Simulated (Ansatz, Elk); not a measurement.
## TlCuAg2O4: X-ray structure factors from the self-consistent density

The structure of TlCuAg2O4 used here is made up (a known structure type with other elements) and was relaxed beforehand with PBE. The aim is the Fourier transform of its all-electron density, F(hkl), set beside the sum over free spherical atoms that refinements use.

Method: DFT, PBE, all-electron APW+lo, Dirac cores, scalar-relativistic bands, static density, no spin, in Elk 11.2.3 (patched build).

The structure was built from a prototype and need not be the compound's stable phase.

## 1. The starting structure

The structure is monoclinic, space group P2/m (No. 10). The conventional cell has a = 5.768 Å, b = 3.257 Å, c = 6.276 Å, α = 90.00°, β = 115.77°, γ = 90.00°. Tl has 6 O at 2.33 to 2.34 Å nearest. Ag has 4 O at 2.40 Å nearest. Nearest to Ag lie 4 O at 2.22 Å. Nearest to Cu lie 6 O at 1.91 to 2.35 Å. O has 2 Ag at 2.22 Å and 1 Tl at 2.33 Å and 2 Cu at 2.35 Å nearest. Nearest to O lie 1 Cu at 1.91 Å and 2 Tl at 2.34 Å and 2 Ag at 2.40 Å. Farther neighbours and most contacts between anions are not listed.

Coordinates:

```cif
data_structure
_symmetry_space_group_name_H-M 'P 1'
_symmetry_Int_Tables_number 1
_cell_length_a 6.4169
_cell_length_b 3.2570
_cell_length_c 5.7682
_cell_angle_alpha 90.000
_cell_angle_beta 118.273
_cell_angle_gamma 90.000
_cell_volume 106.17
loop_
_atom_site_label
_atom_site_type_symbol
_atom_site_fract_x
_atom_site_fract_y
_atom_site_fract_z
_atom_site_occupancy
Tl1 Tl 0.50000 0.50000 0.00000 1
Ag2 Ag 0.00000 0.50000 0.50000 1
Ag3 Ag 0.00000 0.00000 0.00000 1
Cu4 Cu 0.50000 0.00000 0.50000 1
O5 O 0.74164 0.50000 0.80084 1
O6 O 0.68837 0.00000 0.32396 1
O7 O 0.25836 0.50000 0.19916 1
O8 O 0.31163 0.00000 0.67604 1
```

## 2. Ground state and structure factors

An all-electron density is needed, since X-rays see the cores too. Task 0 finds the density and task 195 Fourier-transforms it; tshift is off so that phases refer to the origin typed.

elk.in

```
tasks
  0
  195

xctype
  20

spinpol
  .false.

rgkmax
  7.0

gmaxvr
  14.0

lmaxo
  7

lmaxapw
  8

swidth
  0.002

tshift
  .false.

ramdisk
  .false.

hmaxvr
  5.5

maxscl
  120

epspot
  1e-06

sppath
  './'

avec
  12.11256146798 -0.00000000000 -0.57613100688
  -0.00000000000 6.15490943438 -0.00000000000
  -4.70117341776 0.00000000000 9.83441548444

atoms
  4
  'Tl.in'
  1
  0.5000000000 0.5000000000 0.0000000000   0.000000 0.000000 0.000000
  'Ag.in'
  2
  -0.0000000000 0.5000000000 0.5000000000   0.000000 0.000000 0.000000
  -0.0000000000 -0.0000000000 -0.0000000000   0.000000 0.000000 0.000000
  'Cu.in'
  1
  0.5000000000 -0.0000000000 0.5000000000   0.000000 0.000000 0.000000
  'O.in'
  4
  0.7416441998 0.5000000000 0.8008395962   0.000000 0.000000 0.000000
  0.6883657868 0.0000000000 0.3239566812   0.000000 0.000000 0.000000
  0.2583558002 0.5000000000 0.1991604038   0.000000 0.000000 0.000000
  0.3116342132 -0.0000000000 0.6760433188   0.000000 0.000000 0.000000

ngridk
  4 7 5
```

Command:

```
$ OMP_NUM_THREADS=4 elk
```

Numbers of over 12 decimals in the logs are rounded to 6 here.

The program printed:

```text
┌─────────────────────────┐
│ Elk code version 11.2.3 │
└─────────────────────────┘

All units are atomic (Hartree, Bohr, etc.)

┌─────────────────────────────────────────────────┐
│ Ground-state run starting from atomic densities │
└─────────────────────────────────────────────────┘

Lattice vectors :
   12.11256147      -0.000000000     -0.5761310069
  -0.000000000       6.154909434      -0.000000000
  -4.701173418       0.000000000       9.834415484

Reciprocal lattice vectors :
  0.5308021171       0.000000000      0.2537408356
   0.000000000       1.020841228       0.000000000
  0.3109605839E-01   0.000000000      0.6537626238

Unit cell volume      :    716.5020567
Brillouin zone volume :   0.3461960941

Muffin-tin inner radius fraction :   0.1000000000E-01

Nuclei treated as point charges

Species : 1 (Tl)
 parameters loaded from : Tl.in
 name : thallium
 nuclear charge    :   -81.00000000
 electronic charge :    81.00000000
 atomic mass :    372567.9643
 muffin-tin radius :    2.800000000
 number of radial points in muffin-tin :   1393
 inner part over the whole radius :   0.9893942913E-02
 number on inner part of muffin-tin    :   1000
 approximate nuclear radius :   0.1043008296E-03
 number of mesh points to nuclear radius :    525
 atomic positions (lattice), magnetic fields (Cartesian) :
  1 :   0.50000000  0.50000000  0.00000000    0.00000000  0.00000000  0.00000000

Species : 2 (Ag)
 parameters loaded from : Ag.in
 name : silver
 nuclear charge    :   -47.00000000
 electronic charge :    47.00000000
 atomic mass :    196631.6998
 muffin-tin radius :    2.600000000
 number of radial points in muffin-tin :   1193
 inner part over the whole radius :   0.9869554211E-02
 number on inner part of muffin-tin    :    849
 approximate nuclear radius :   0.8648227117E-04
 number of mesh points to nuclear radius :    425
 atomic positions (lattice), magnetic fields (Cartesian) :
  1 :   0.00000000  0.50000000  0.50000000    0.00000000  0.00000000  0.00000000
  2 :   0.00000000  0.00000000  0.00000000    0.00000000  0.00000000  0.00000000

Species : 3 (Cu)
 parameters loaded from : Cu.in
 name : copper
 nuclear charge    :   -29.00000000
 electronic charge :    29.00000000
 atomic mass :    115837.2717
 muffin-tin radius :    2.035862255
 number of radial points in muffin-tin :    993
 inner part over the whole radius :   0.9908031520E-02
 number on inner part of muffin-tin    :    698
 approximate nuclear radius :   0.7406004541E-04
 number of mesh points to nuclear radius :    340
 atomic positions (lattice), magnetic fields (Cartesian) :
  1 :   0.50000000  0.00000000  0.50000000    0.00000000  0.00000000  0.00000000

Species : 4 (O)
 parameters loaded from : O.in
 name : oxygen
 nuclear charge    :   -8.000000000
 electronic charge :    8.000000000
 atomic mass :    29165.12205
 muffin-tin radius :    1.526896691
 number of radial points in muffin-tin :    593
 inner part over the whole radius :   0.9979846084E-02
 number on inner part of muffin-tin    :    406
 approximate nuclear radius :   0.5115538663E-04
 number of mesh points to nuclear radius :    175
 atomic positions (lattice), magnetic fields (Cartesian) :
  1 :  -0.25835580  0.50000000 -0.19916040    0.00000000  0.00000000  0.00000000
  2 :  -0.31163421  0.00000000  0.32395668    0.00000000  0.00000000  0.00000000
  3 :   0.25835580  0.50000000  0.19916040    0.00000000  0.00000000  0.00000000
  4 :   0.31163421  0.00000000 -0.32395668    0.00000000  0.00000000  0.00000000

Total number of atoms per unit cell :    8
Total muffin-tin volume :    334.1876308
 ratio of muffin-tin to unit cell volume :   0.4664154523

Spin treatment :
 spin-unpolarised

Number of Bravais lattice symmetries :    4
Number of crystal symmetries         :    4
Crystal has inversion symmetry
Real symmetric eigensolver will be used

k-point grid :      4     7     5
k-point offset :    0.000000000       0.000000000       0.000000000
k-point set is reduced with full crystal symmetry group
[...]
total energy                :     -32878.583690917

Density of states at Fermi energy :    162.8024902
 (states/Hartree/unit cell)

Estimated indirect band gap :   0.2461692294E-03
 from k-point 19 to k-point 18
Estimated direct band gap   :   0.3398201951E-02
 at k-point 29

Charges :
 core                        :    138.0000000
 valence                     :    98.00000000
 interstitial                :    10.10205752
 muffin-tins (core leakage)
  species : 1 (Tl)
[...]
species : 2 (Ag)
[...]
species : 3 (Cu)
[...]
species : 4 (O)
[...]
total in muffin-tins        :    225.8979425
 total calculated charge     :    235.9899166
 total charge                :    236.0000000
 error                       :   0.1008341245E-01

RMS change in Kohn-Sham potential (target) :    1.088303518     (  0.1000000000E-05)
Absolute change in total energy (target)   :    1.360891450     (  0.1000000000E-03)

[... loops 3 to 22 left out ...]

┌──────────────────┐
│ Loop number : 23 │
└──────────────────┘

Energies :
 Fermi                       :     0.191194
 sum of occupied eigenvalues :     -19991.867584323
 electron kinetic            :      36624.994243601
 core electron kinetic       :      35750.214491429
 Coulomb                     :     -68721.400359555
 Coulomb potential           :     -55595.232047208
 nuclear-nuclear             :     -3077.1028961885
 electron-nuclear            :     -75762.594110313
 Hartree                     :      10118.296646947
 Madelung                    :     -40923.784335951
 xc potential                :     -1021.6297807156
 exchange                    :     -770.05784476932
 correlation                 :     -12.510703385071
 electron entropic           :    -0.10382993464150E-02
 total energy                :     -32878.975702408

Density of states at Fermi energy :    76.30669993
 (states/Hartree/unit cell)

Estimated indirect band gap :   0.1191617615E-02
 from k-point 4 to k-point 1
Estimated direct band gap   :   0.3420780581E-02
 at k-point 2

Charges :
 core                        :    138.0000000
 valence                     :    98.00000000
 interstitial                :    10.09838865
 muffin-tins (core leakage)
  species : 1 (Tl)
[...]
species : 2 (Ag)
[...]
species : 3 (Cu)
[...]
species : 4 (O)
[...]
total in muffin-tins        :    225.9016113
 total calculated charge     :    235.9913530
 total charge                :    236.0000000
 error                       :   0.8647010807E-02

RMS change in Kohn-Sham potential (target) :   0.7250737295E-06 (  0.1000000000E-05)
Absolute change in total energy (target)   :   0.5557390978E-04 (  0.1000000000E-03)

Convergence targets achieved

┌──────────────────┐
│ Loop number : 24 │
└──────────────────┘

Energies :
 Fermi                       :     0.191194
 sum of occupied eigenvalues :     -19991.867587712
 electron kinetic            :      36624.994243391
 core electron kinetic       :      35750.214494938
 Coulomb                     :     -68721.400360696
 Coulomb potential           :     -55595.232051851
 nuclear-nuclear             :     -3077.1028961885
 electron-nuclear            :     -75762.594108453
 Hartree                     :      10118.296643945
 Madelung                    :     -40923.784334771
 xc potential                :     -1021.6297792520
 exchange                    :     -770.05784438895
 correlation                 :     -12.510703371214
 electron entropic           :    -0.10382982907865E-02
 total energy                :     -32878.975703363

Density of states at Fermi energy :    76.30658825
 (states/Hartree/unit cell)

Estimated indirect band gap :   0.1191614121E-02
 from k-point 4 to k-point 1
Estimated direct band gap   :   0.3420764746E-02
 at k-point 2

Charges :
 core                        :    138.0000000
 valence                     :    98.00000000
 interstitial                :    10.09838849
 muffin-tins (core leakage)
  species : 1 (Tl)
[...]
species : 2 (Ag)
[...]
species : 3 (Cu)
[...]
species : 4 (O)
[...]
atom 2                    :    6.813791473     (  0.1066734034E-08)
   atom 3                    :    6.763254193     ( -0.2769033891E-09)
   atom 4                    :    6.813791473     (  0.1066734034E-08)
 total in muffin-tins        :    225.9016115
 total calculated charge     :    235.9913530
 total charge                :    236.0000000
 error                       :   0.8647011260E-02

┌──────────────────────────────┐
│ Self-consistent loop stopped │
└──────────────────────────────┘

Warning : core states of species 3 leak from the muffin-tin :   0.1166754399E-02

Wrote STATE.OUT
```

It took 1.7 min on 4 threads of Intel Xeon Platinum 8488C (Sapphire Rapids), shared host; peak memory 0.34 GiB; 6 min of CPU time.

SFACRHO.OUT:

```text

h k l indices transformed by vhmat matrix:
   1.000000000       0.000000000       0.000000000    
   0.000000000       1.000000000       0.000000000    
   0.000000000       0.000000000       1.000000000    

      h      k      l  multipl.   |H|            Re(F)            Im(F)           |F|

      0      0      0      1   0.0000000       236.00000      0.22609470E-15   236.00000    
      1      0      0      2  0.58833264      -22.353469      0.55310516E-13   22.353469    
      1      0     -1      2  0.64009654      -45.841526      0.19886927E-13   45.841526    
      0      0     -1      2  0.65450174       47.695657     -0.49095851E-13   47.695657    
      0      1      0      2   1.0208412      -47.606321      0.69350528E-13   47.606321    
      2      0     -1      2   1.0408387       54.426751     -0.80324541E-13   54.426751    
      1      0      1      2   1.0673763      -46.881210      0.22372793E-13   46.881210    
      1      0     -2      2   1.1532809       4.1870289      0.61214447E-13   4.1870289    
     -2      0      0      2   1.1766653       152.23619      0.10844590E-12   152.23619    
     -1     -1      0      4   1.1782411       42.461005     -0.11186396E-13   42.461005    
      1      1     -1      4   1.2049234       152.90950     -0.65253979E-14   152.90950    
      0     -1     -1      4   1.2126374      -25.284796     -0.21129860E-13   25.284796    
      2      0     -2      2   1.2801931       176.92513     -0.25480125E-13   176.92513    
      0      0     -2      2   1.3090035       152.29171      0.91355571E-13   152.29171    
     -2     -1      1      4   1.4578964      -1.1567737     -0.52824650E-13   1.1567737    
      1      1      1      4   1.4769593       184.04132     -0.16224159E-12   184.04132    
      1      1     -2      4   1.5401863       47.633174     -0.10751370E-12   47.633174    
      2      1      0      4   1.5577734      -41.236335      0.49717318E-14   41.236335
```

Elk indexes on the primitive cell of elk.in and gives |H| = 4π sin θ/λ in inverse bohr. Below, one row stands for each form hkl of the conventional cell (m members, Friedel mates merged), F is for one primitive cell and the density is static (no thermal factor). Free-atom factors are Waasmaier and Kirfel's, and R is Σm||F|−|F'||/Σm|F|.

| hkl | m | sin θ/λ (Å⁻¹) | abs F, DFT | neutral atoms | diff. |
| --- | --- | --- | --- | --- | --- |
| 001 | 2 | 0.088 | 22.354 | 22.307 | +0.046 |
| 100 | 2 | 0.096 | 45.842 | 45.845 | -0.003 |
| 1 0 -1 | 2 | 0.098 | 47.696 | 47.796 | -0.100 |
| 010 | 2 | 0.153 | 47.606 | 47.392 | +0.215 |
| 101 | 2 | 0.157 | 54.427 | 54.048 | +0.379 |
| 1 0 -2 | 2 | 0.161 | 46.881 | 46.669 | +0.212 |
| 2 0 -1 | 2 | 0.173 | 4.187 | 3.507 | +0.680 |
| 002 | 2 | 0.177 | 152.236 | 153.632 | -1.396 |
| 011 | 4 | 0.177 | 42.461 | 42.414 | +0.047 |
| 110 | 4 | 0.181 | 152.910 | 154.280 | -1.370 |
| 1 1 -1 | 4 | 0.182 | 25.285 | 25.051 | +0.234 |
| 200 | 2 | 0.193 | 176.925 | 177.408 | -0.483 |
| 2 0 -2 | 2 | 0.197 | 152.292 | 153.530 | -1.238 |
| 111 | 4 | 0.219 | 1.157 | 1.712 | -0.556 |
| 1 1 -2 | 4 | 0.222 | 184.041 | 184.029 | +0.012 |
| 2 1 -1 | 4 | 0.232 | 47.633 | 47.265 | +0.368 |
| 012 | 4 | 0.234 | 41.236 | 40.954 | +0.283 |
| 102 | 2 | 0.235 | 53.798 | 53.249 | +0.548 |
| 1 0 -3 | 2 | 0.240 | 38.575 | 38.401 | +0.174 |
| 201 | 2 | 0.244 | 31.986 | 31.622 | +0.364 |
| 210 | 4 | 0.246 | 52.183 | 51.724 | +0.459 |
| 2 1 -2 | 4 | 0.250 | 41.530 | 41.157 | +0.373 |

## 3. The highest occupied states alone

An energy window below the Fermi level keeps the highest occupied states, to see at which angles they scatter; shallow core shells can lie inside it and anion s states outside. No new self-consistency is needed.

Edit elk.in of step 2 so:

```diff
@@ -1,3 +1,2 @@
 tasks
-  0
   195
@@ -40,2 +39,5 @@
 
+wsfac
+  -0.176300 0.491190
+
 sppath
```

Command:

```
$ OMP_NUM_THREADS=4 elk
```

The program printed:

```text
┌─────────────────────────────────┐
│ Elk code version 11.2.3 started │
└─────────────────────────────────┘

Info(readinput): the functional depends on the density's gradient
 muffin-tin radial points multiplied by    2.00000
 (not where nrmtscf is given)

┌────────────────────┐
│ Current task : 195 │
└────────────────────┘
Info(checkmt): changed muffin-tin radius of species 3 (Cu) from   2.4000 to   2.0359
Info(checkmt): changed muffin-tin radius of species 4 (O) from   1.8000 to   1.5269

Info(sfacrho): density structure factors written to SFACRHO.OUT

 Energy window :  -0.1763000000      0.4911900000

┌──────────────────┐
│ Elk code stopped │
└──────────────────┘
```

Elapsed: 13 s, on 4 threads; peak memory 0.21 GiB.

States within 10 eV below the Fermi level hold 52.00 electrons; any levels below the window count with the cores. Their amplitudes can exceed the total, where window and core parts have opposite phase:

| hkl | sin θ/λ (Å⁻¹) | abs F, window | abs F, all |
| --- | --- | --- | --- |
| 001 | 0.088 | 3.538 | 22.354 |
| 100 | 0.096 | 9.606 | 45.842 |
| 1 0 -1 | 0.098 | 8.827 | 47.696 |
| 010 | 0.153 | 6.953 | 47.606 |
| 101 | 0.157 | 3.824 | 54.427 |
| 1 0 -2 | 0.161 | 7.021 | 46.881 |
| 2 0 -1 | 0.173 | 13.177 | 4.187 |
| 002 | 0.177 | 9.447 | 152.236 |
| 011 | 0.177 | 8.502 | 42.461 |
| 110 | 0.181 | 9.851 | 152.910 |

## 4. Another functional

The difference from free atoms is small, so it is set against the change that PBEsol makes.

Edit elk.in of step 3 so:

```diff
@@ -1,2 +1,3 @@
 tasks
+  0
   195
@@ -4,3 +5,3 @@
 xctype
-  20
+  22
 
@@ -39,5 +40,2 @@
 
-wsfac
-  -0.176300 0.491190
-
 sppath
```

Command:

```
$ OMP_NUM_THREADS=4 elk
```

The program printed:

```text
┌─────────────────────────┐
│ Elk code version 11.2.3 │
└─────────────────────────┘

All units are atomic (Hartree, Bohr, etc.)

┌─────────────────────────────────────────────────┐
│ Ground-state run starting from atomic densities │
└─────────────────────────────────────────────────┘

Lattice vectors :
   12.11256147      -0.000000000     -0.5761310069
  -0.000000000       6.154909434      -0.000000000
  -4.701173418       0.000000000       9.834415484

Reciprocal lattice vectors :
  0.5308021171       0.000000000      0.2537408356
[...]
species : 2 (Ag)
[...]
species : 3 (Cu)
[...]
species : 4 (O)
[...]
atom 3                    :    6.737656009     (  0.8692582432E-08)
   atom 4                    :    6.788081894     (  0.1010395256E-07)
 total in muffin-tins        :    225.8069180
 total calculated charge     :    235.9914006
 total charge                :    236.0000000
 error                       :   0.8599412773E-02

┌──────────────────────────────┐
│ Self-consistent loop stopped │
└──────────────────────────────┘

Warning : core states of species 3 leak from the muffin-tin :   0.1187526154E-02

Wrote STATE.OUT
[key lines of the parts left out:]
total energy                :     -32866.149443773
```

The job ended after 1.9 min (4 threads; peak memory 0.35 GiB).

Against the first run R = 0.03 %; the largest change is -0.146 at 1 1 -2.

## 5. Basis size

The basis and the expansions that go with it are enlarged, to see whether the differences are converged.

Edit elk.in of step 4 so:

```diff
@@ -5,3 +5,3 @@
 xctype
-  22
+  20
 
@@ -11,12 +11,12 @@
 rgkmax
-  7.0
+  8.5
 
 gmaxvr
-  14.0
+  18.0
 
 lmaxo
-  7
+  9
 
 lmaxapw
-  8
+  10
```

Command:

```
$ OMP_NUM_THREADS=4 elk
```

The program printed:

```text
┌─────────────────────────┐
│ Elk code version 11.2.3 │
└─────────────────────────┘

All units are atomic (Hartree, Bohr, etc.)

┌─────────────────────────────────────────────────┐
│ Ground-state run starting from atomic densities │
└─────────────────────────────────────────────────┘

Lattice vectors :
   12.11256147      -0.000000000     -0.5761310069
  -0.000000000       6.154909434      -0.000000000
  -4.701173418       0.000000000       9.834415484

Reciprocal lattice vectors :
  0.5308021171       0.000000000      0.2537408356
[...]
species : 2 (Ag)
[...]
species : 3 (Cu)
[...]
species : 4 (O)
[...]
atom 3                    :    6.780896722     (  0.2350664108E-09)
   atom 4                    :    6.831237184     (  0.1572045605E-08)
 total in muffin-tins        :    225.9910948
 total calculated charge     :    235.9991794
 total charge                :    236.0000000
 error                       :   0.8205878472E-03

┌──────────────────────────────┐
│ Self-consistent loop stopped │
└──────────────────────────────┘

Warning : core states of species 3 leak from the muffin-tin :   0.1168589818E-02

Wrote STATE.OUT
[key lines of the parts left out:]
total energy                :     -32879.032428561
```

Elapsed: 4.9 min, on 4 threads; peak memory 0.61 GiB; 17 min of CPU time.

Against the first run R = 0.02 %; the largest change is +0.053 at 5 0 -2.

## 6. Settings against the effect

| run | R against the first run (%) | R against neutral atoms, low angle (%) | wall time |
| --- | --- | --- | --- |
| PBE, rgkmax 7 | 0.00 | 0.59 | 1.7 min |
| PBEsol | 0.03 | 0.59 | 1.9 min |
| rgkmax 8.5 with larger expansions | 0.02 | 0.59 | 4.9 min |

## 7. What came out

```yaml
r_against_neutral_atoms_sin_theta_lambda_0p3_a_minus1: 0.59 %
r_against_neutral_atoms_0p3_to_0p51_a_minus1: 0.21 %
```

In words: Independent neutral atoms miss the calculated amplitudes by R = 0.59 % below 0.3 Å⁻¹ and 0.21 % from there to 0.51 Å⁻¹; by shells, 0.13 % below 0.15 Å⁻¹ (3 forms), 0.61 % 0.15 to 0.3 (29 forms), 0.21 % 0.3 to 0.45 (70 forms), 0.20 % above 0.45 (47 forms). Bonding, aspherical density and the tables' own atoms all enter these figures, and the runs don't part them. The largest change of an amplitude is -1.40 electrons, at 002. Weak lines can change much in proportion: 111 goes from 1.71 to 1.16. The window's part falls from 52.0 electrons at the origin to at most 4.18 between 0.45 and 0.51 Å⁻¹, where compact states inside the window still scatter. Below 0.3 Å⁻¹ the changes that finished (PBEsol and rgkmax 8.5 with larger expansions) move F by R = 0.05 % at most, against the 0.59 % that separates it from free atoms. The k-mesh has no finished test. These runs have no spin, though d or f shells may be open. Spin-orbit coupling is left out, which can matter for elements this heavy. Part of the difference isn't bonding: the tables are fits to free atoms and ions calculated by other methods than this functional. Thermal motion, anomalous dispersion and extinction are left out.

[Logs are printed without paths, hosts, clocks, repeated set-up lines and the standing remarks that a program may print on its own settings, such as how far it seeks lower states.]

[Hosts, paths, dates, database ids (printed as entryN), source tags and the programs' standing remarks are cut or masked in the printed files.]
